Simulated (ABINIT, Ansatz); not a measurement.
**Li2H6Pt (Fm-3m): G0W0 with ABINIT, start to end**

How does a plane-wave GW calculation on Li2H6Pt (Fm-3m) run from the first input to the gap?

Main program and level: ABINIT 10.8.3; LDA and many-body steps on it, plane waves.

## (1) Starting point

Symmetry: Fm-3m, No. 225, cubic system. Conventional cell: a = 6.650 Å, b = 6.650 Å, c = 6.650 Å, α = 90.00°, β = 90.00°, γ = 90.00°. Li has 12 H at 2.35 Å nearest. Nearest to H lie 1 Pt at 1.63 Å. Nearest to Pt lie 6 H at 1.63 Å. Farther neighbours are not listed.

The cell and positions are those that the Materials Project relaxed with its own functionals (PBE, PBE+U or r2SCAN), kept fixed. Spin-orbit coupling is left out unless a step names it.

## (2) Ground state

This step: ABINIT 10.8.3; DFT, LDA, plane waves, norm-conserving pseudopotentials.

The ground-state density comes first.

run.abi

```
acell 3*1.0 Angstrom
rprim 
  -0.000000000000 3.324927160000 3.324927160000
  3.324927160000 0.000000000000 3.324927160000
  3.324927160000 3.324927160000 0.000000000000
ntypat 3
znucl 3 1 78
natom 9
typat 1 1 2 2 2 2 2 2 3
xred 
  0.750000000000 0.750000000000 0.750000000000
  0.250000000000 0.250000000000 0.250000000000
  0.754787880000 0.754787880000 0.245212120000
  0.245212120000 0.754787880000 0.245212120000
  0.754787880000 0.245212120000 0.245212120000
  0.245212120000 0.245212120000 0.754787880000
  0.754787880000 0.245212120000 0.754787880000
  0.245212120000 0.754787880000 0.754787880000
  0.000000000000 0.000000000000 0.000000000000
pp_dirpath "pseudos"
pseudos "Li.upf, H.upf, Pt.upf"
ecut 34
ngkpt 6 6 6
nshiftk 1
shiftk 0 0 0
kptopt 1
chksymbreak 0
nband 23
occopt 1
tolvrs 1e-10
nstep 60
prtwf 0
optforces 0
optstress 0
indata_prefix "in"
outdata_prefix "out"
tmpdata_prefix "tmp"
```

The run is started by

```
$ OMP_NUM_THREADS=1 mpirun -n 4 abinit run.abi > log
```

Numbers of over 12 decimals in the logs are rounded to 6 here.

The log of the run:

```text
.Version 10.8.3 of ABINIT. v10.8.2 released Aug 2026.

 Symmetries : space group Fm -3 m (#225); Bravais cF (face-center cubic)
================================================================================
 Values of the parameters that define the memory need of the present run
     intxc =       0    ionmov =       0      iscf =       7    lmnmax =       8
     lnmax =       8     mgfft =      48  mpssoang =       4    mqgrid =    3001
     natom =       9  nloc_mem =       1    nspden =       1   nspinor =       1
    nsppol =       1      nsym =      48    n1xccc =    2501    ntypat =       3
    occopt =       1   xclevel =       1
-    mband =          23        mffmem =           1         mkmem =           4
       mpw =        4711          nfft =      110592          nkpt =          16
================================================================================
  Rough estimation (10% accuracy) of disk space for files :
================================================================================

--------------------------------------------------------------------------------
------------- Echo of variables that govern the present computation ------------
--------------------------------------------------------------------------------
 -outvars: echo values of preprocessed input variables --------
            acell      1.8897261259E+00  1.8897261259E+00  1.8897261259E+00 Bohr

      chksymbreak           0
             ecut      3.40000000E+01 Hartree
-          fftalg         312

              ixc       -1012
              kpt      0.00000000E+00  0.00000000E+00  0.00000000E+00
                       1.66666667E-01  0.00000000E+00  0.00000000E+00
                       3.33333333E-01  0.00000000E+00  0.00000000E+00
                       5.00000000E-01  0.00000000E+00  0.00000000E+00
                       1.66666667E-01  1.66666667E-01  0.00000000E+00
                       3.33333333E-01  1.66666667E-01  0.00000000E+00
                       5.00000000E-01  1.66666667E-01  0.00000000E+00
                      -3.33333333E-01  1.66666667E-01  0.00000000E+00
                      -1.66666667E-01  1.66666667E-01  0.00000000E+00
   [... 5 further rows ...]
                      -3.33333333E-01  3.33333333E-01  1.66666667E-01
                      -3.33333333E-01  5.00000000E-01  1.66666667E-01
         kptrlatt        6    0    0      0    6    0      0    0    6
          kptrlen      5.33147345E+01
P           mkmem           4
            natom           9
            nband          23
            ngfft          48      48      48
             nkpt          16
            nstep          60
             nsym          48
           ntypat           3
              occ      2.000000  2.000000  2.000000  2.000000  2.000000  2.000000
                       2.000000  2.000000  2.000000  2.000000  2.000000  2.000000
                       2.000000  2.000000  2.000000  0.000000  0.000000  0.000000
                       0.000000  0.000000  0.000000  0.000000  0.000000
        optforces           0
        optstress           0
            prtwf           0
            rprim     -0.0000000000E+00  3.3249271600E+00  3.3249271600E+00
[...]
spgroup         225

           tolvrs      1.00000000E-10

             xred      7.5000000000E-01  7.5000000000E-01  7.5000000000E-01
[...]
znucl        3.00000    1.00000   78.00000

================================================================================

 chkinp: Checking input parameters for consistency.

================================================================================
== DATASET  1 ==================================================================
-   mpi_nproc: 4, omp_nthreads: 1 (-1 if OMP is not activated)

--- !DatasetInfo
iteration_state: {dtset: 1, }
dimensions: {natom: 9, nkpt: 16, mband: 23, nsppol: 1, nspinor: 1, nspden: 1, mpw: 4711, }
cutoff_energies: {ecut:  34.0, pawecutdg:  -1.0, }
electrons: {nelect:   3.00000000E+01, charge:   0.00000000E+00, occopt:   1.00000000E+00, tsmear:   1.00000000E-02, }

 Real(R)+Recip(G) space primitive vectors, cartesian coordinates (Bohr,Bohr^-1):
 R(1)=  0.0000000  6.2832017  6.2832017  G(1)= -0.0795773  0.0795773  0.0795773
 R(2)=  6.2832017  0.0000000  6.2832017  G(2)=  0.0795773 -0.0795773  0.0795773
 R(3)=  6.2832017  6.2832017  0.0000000  G(3)=  0.0795773  0.0795773 -0.0795773
 Unit cell volume ucvol=  4.9610431E+02 bohr^3
 Angles (23,13,12)=  6.00000000E+01  6.00000000E+01  6.00000000E+01 degrees

 getcut: wavevector=  0.0000  0.0000  0.0000  ngfft=  48  48  48
         ecut(hartree)=     34.000   => boxcut(ratio)=   2.05798

--- Pseudopotential description ------------------------------------------------
- Li Generated using ONCVPSP code by D. R. Hamann
-  3.00000   3.00000  180309                  znucl, zion, pspdat
12 -1012 1 -1 1944                            pspcod,pspxc,lmax,lloc,mmax
     nproj     2     2     0     0
  pspatm : epsatm=    2.61415252
         --- l  ekb(1:nproj) -->
[...]
pspatm: atomic psp has been read  and splines computed

- H Generated using ONCVPSP code by D. R. Hamann
-  1.00000   1.00000  180309                  znucl, zion, pspdat
12 -1012 1 -1 1180                            pspcod,pspxc,lmax,lloc,mmax
     nproj     2     1     0     0
  pspatm : epsatm=    0.35439867
         --- l  ekb(1:nproj) -->
[...]
1   -0.275071
 pspatm: atomic psp has been read  and splines computed

- Pt Generated using ONCVPSP code by D. R. Hamann
- 78.00000  18.00000  180309                  znucl, zion, pspdat
12 -1012 3 -1 1340                            pspcod,pspxc,lmax,lloc,mmax
     nproj     2     2     2     2
  pspatm : epsatm=   26.53268550
         --- l  ekb(1:nproj) -->
[...]
pspatm: atomic psp has been read  and splines computed

   1.01662148E+03                                ecore*ucvol(ha*bohr**3)
--------------------------------------------------------------------------------

_setup2: Arith. and geom. avg. npw (full set) are    4694.588    4694.580

================================================================================

--- !BeginCycle
iteration_state: {dtset: 1, }
solver: {iscf: 7, nstep: 60, nline: 4, wfoptalg: 0, }
tolerances: {tolvrs: 1.00E-10, }

     iter   Etot(hartree)      deltaE(h)  residm     vres2
 ETOT  1  -148.29052359653    -1.483E+02 8.534E-02 6.939E+02
 ETOT  2  -148.27145721754     1.907E-02 2.041E-02 1.434E+03
 ETOT  3  -148.50064589941    -2.292E-01 1.323E-02 1.178E+01
 ETOT  4  -148.50204291951    -1.397E-03 1.148E-03 3.816E-02
 ETOT  5  -148.50204824979    -5.330E-06 2.271E-03 7.795E-03
 ETOT  6  -148.50204927665    -1.027E-06 4.220E-04 7.655E-04
 ETOT  7  -148.50204935645    -7.980E-08 2.501E-04 7.438E-06
 ETOT  8  -148.50204935690    -4.571E-10 2.555E-04 1.565E-07
 ETOT  9  -148.50204935693    -2.876E-11 1.746E-04 2.738E-08
 ETOT 10  -148.50204935693    -1.563E-12 9.031E-05 2.909E-10
 ETOT 11  -148.50204935695    -1.211E-11 4.772E-05 2.308E-13

 At SCF step   11       vres2   =  2.31E-13 < tolvrs=  1.00E-10 =>converged.

--- !ResultsGS
iteration_state: {dtset: 1, }
comment   : Summary of ground state results
lattice_vectors:
- [ -0.0000000,   6.2832017,   6.2832017, ]
- [  6.2832017,   0.0000000,   6.2832017, ]
- [  6.2832017,   6.2832017,   0.0000000, ]
lattice_lengths: [   8.88579,    8.88579,    8.88579, ]
lattice_angles: [ 60.000,  60.000,  60.000, ] # degrees, (23, 13, 12)
lattice_volume:   4.9610431E+02
convergence: {deltae: -1.211E-11, res2:  2.308E-13, residm:  4.772E-05, diffor:  0.000E+00, }
etotal    :  -1.48502049E+02
entropy   :   0.00000000E+00
fermie    :   5.78401079E-02
cartesian_stress_tensor: null
pressure_GPa: null
xred      :
- [  7.5000E-01,   7.5000E-01,   7.5000E-01, Li]
- [  2.5000E-01,   2.5000E-01,   2.5000E-01, Li]
- [  7.5479E-01,   7.5479E-01,   2.4521E-01,  H]
- [  2.4521E-01,   7.5479E-01,   2.4521E-01,  H]
- [  7.5479E-01,   2.4521E-01,   2.4521E-01,  H]
- [  2.4521E-01,   2.4521E-01,   7.5479E-01,  H]
- [  7.5479E-01,   2.4521E-01,   7.5479E-01,  H]
- [  2.4521E-01,   7.5479E-01,   7.5479E-01,  H]
- [  0.0000E+00,   0.0000E+00,   0.0000E+00, Pt]
cartesian_forces: null
force_length_stats: {min: null, max: null, mean: null, }

 Integrated electronic density in atomic spheres:
 ------------------------------------------------
 Atom  Sphere_radius  Integrated_density
[...]
================================================================================

 ----iterations are completed or convergence reached----

 Mean square residual over all n,k,spin=   17.164E-08; max=  47.716E-06
 reduced coordinates (array xred) for    9 atoms
[...]
0.754787880000      0.245212120000      0.245212120000
       0.245212120000      0.245212120000      0.754787880000
       0.754787880000      0.245212120000      0.754787880000
       0.245212120000      0.754787880000      0.754787880000
       0.000000000000      0.000000000000      0.000000000000
 rms dE/dt=  0.0000E+00; max dE/dt=  0.0000E+00; dE/dt below (all hartree)
    1       0.000000000000      0.000000000000      0.000000000000
    2       0.000000000000      0.000000000000      0.000000000000
    3       0.000000000000      0.000000000000      0.000000000000
    4       0.000000000000      0.000000000000      0.000000000000
    5       0.000000000000      0.000000000000      0.000000000000
    6       0.000000000000      0.000000000000      0.000000000000
    7       0.000000000000      0.000000000000      0.000000000000
    8       0.000000000000      0.000000000000      0.000000000000
    9       0.000000000000      0.000000000000      0.000000000000

 cartesian coordinates (angstrom) at end:
    1      4.987391     4.987391     4.987391
[...]
5      1.630625     3.324927     3.324927
    6      3.324927     3.324927     1.630625
    7      3.324927     5.019229     3.324927
    8      5.019229     3.324927     3.324927
    9      0.000000     0.000000     0.000000
 length scales=  1.889726125908  1.889726125908  1.889726125908 bohr
              =  1.000000000000  1.000000000000  1.000000000000 angstroms
 prteigrs : about to open file out_EIG
 Fermi (or HOMO) energy (hartree) =   0.05784   Average Vxc (hartree)=  -0.35530
 Eigenvalues (hartree) for nkpt=  16  k points:
 kpt#   1, nband= 23, wtk=  0.00463, kpt=  0.0000  0.0000  0.0000 (reduced coord)
  -3.54425   -1.85566   -1.85566   -1.85566   -1.53040   -1.53009   -0.21595   -0.12756
  -0.12756   -0.03023   -0.03023   -0.03023    0.04216    0.04216    0.04216    0.28676
   0.31813    0.31813    0.31813    0.34814    0.34814    0.34876    0.34898
 prteigrs : prtvol=0 or 1, do not print more k-points.

--- !EnergyTerms
iteration_state     : {dtset: 1, }
comment             : Components of total free energy in Hartree
kinetic             :  5.04112914575827E+01
hartree             :  4.62842636256332E+01
xc                  : -2.88815779668448E+01
Ewald energy        : -7.39407568989134E+01
psp_core            :  2.04920909901396E+00
local_psp           : -1.42882325829090E+02
non_local_psp       : -1.54215284432838E+00
total_energy        : -1.48502049356947E+02
total_energy_eV     : -4.04094662337161E+03
band_energy         : -2.53547856901745E+01

== END DATASET(S) ==============================================================
================================================================================

 -outvars: echo values of variables after computation  --------
           etotal     -1.4850204936E+02
            nband          23
             nkpt          16
          spgroup         225
 [... the other variables as echoed above ...]

 Calculation completed.
```

The job ended after 22 s (4 MPI ranks of Arm Neoverse V1, shared host; peak memory 0.36 GiB).

This step gave:

| Item | Value |
| --- | --- |
| total energy | -4040.9466 eV |
| gap | 2.594 eV |
| k of the valence top | -0.1667, 0.1667, 0 |
| k of the conduction bottom | 0.5, 0.5, 0 |
| least direct gap | 4.335 eV |

The gap is indirect, with the least direct gap 1.74 eV higher.

[end of part 1 of 3]

[Paths, hosts, dates, memory and timing lines, banners, echoed tables and standing remarks are left out of the program output.]

[Logs are printed without paths, hosts, clocks, repeated set-up lines and the standing remarks that a program may print on its own settings, such as how far it seeks lower states.]

[Runs of the session that timed out or met a known fault of the program may be left out.]

[Hosts, paths, dates, database ids (printed as entryN), source tags and the programs' standing remarks are cut or masked in the printed files.]

[G0W0 gaps are taken among the corrected bands and points alone; a level outside them can change the order at an edge.]

[Where Ansatz stands beside ABINIT at settings called matched, ABINIT's density can come from a denser mesh and the files from another edition; pairs whose starting gaps differed by over 0.03 eV were left out, so agreement reads better than it is.]
